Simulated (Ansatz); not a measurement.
The compound is Rb2LiCoBr6 (double perovskite) (Fm-3m).

The structure was built from a prototype and need not be the compound's stable phase.

```yaml
crystal:
  lattice:
    - [5.00095, 0.00000, 5.00095]
    - [5.00095, 5.00095, 0.00000]
    - [0.00000, 5.00095, 5.00095]
  atoms:
    - { symbol: Rb, position: [0.25000, 0.25000, 0.25000] }
    - { symbol: Rb, position: [0.75000, 0.75000, 0.75000] }
    - { symbol: Co, position: [0.00000, 0.00000, 0.00000] }
    - { symbol: Li, position: [0.50000, 0.50000, 0.50000] }
    - { symbol: Br, position: [0.23660, 0.23660, 0.76340] }
    - { symbol: Br, position: [0.76340, 0.76340, 0.23660] }
    - { symbol: Br, position: [0.23660, 0.76340, 0.23660] }
    - { symbol: Br, position: [0.76340, 0.23660, 0.76340] }
    - { symbol: Br, position: [0.76340, 0.23660, 0.23660] }
    - { symbol: Br, position: [0.23660, 0.76340, 0.76340] }
```

The structure was relaxed with LDA. The structure type comes from a generator and need not be one that this composition takes. The structure was generated from a model, not taken from a measurement. The runs that relaxed it are not among those shown. The program's search for lower electronic states was switched off, so nothing shows that the state found is the lowest. PAW set soft_2, made with PBE.

A constrained-RPA run (Ansatz 0.2.0; non-magnetic LDA; Co d + anion p, bands v21 to c2, 2×2×2 mesh, medium accuracy) builds 23 functions on bands 7.2 eV wide, with 42.0 electrons in the window. The bare on-site interaction is 24.0 eV and the bare J 0.82 eV.

Estimate U, U′ and J.

On the Co d shell, U = 7.60 eV (32 % of the bare value), U′ = 6.25 eV, J = 0.68 eV.

The parent state is non-magnetic and the interaction static (zero frequency); U depends on the window and the orbitals, so it belongs to this model alone. A window that holds the anion p bands defines a model with explicit ligands; its U belongs to that model and is not the U of DFT+U. Coarse meshes can leave U off its limit, most where the target bands are metallic.

[Paths, hosts, dates, memory and timing lines, banners, echoed tables and standing remarks are left out of the program output.]

[Logs are printed without paths, hosts, clocks, repeated set-up lines and the standing remarks that a program may print on its own settings, such as how far it seeks lower states.]

[Runs of the session that timed out or met a known fault of the program may be left out.]

[Hosts, paths, dates, database ids (printed as entryN), source tags and the programs' standing remarks are cut or masked in the printed files.]
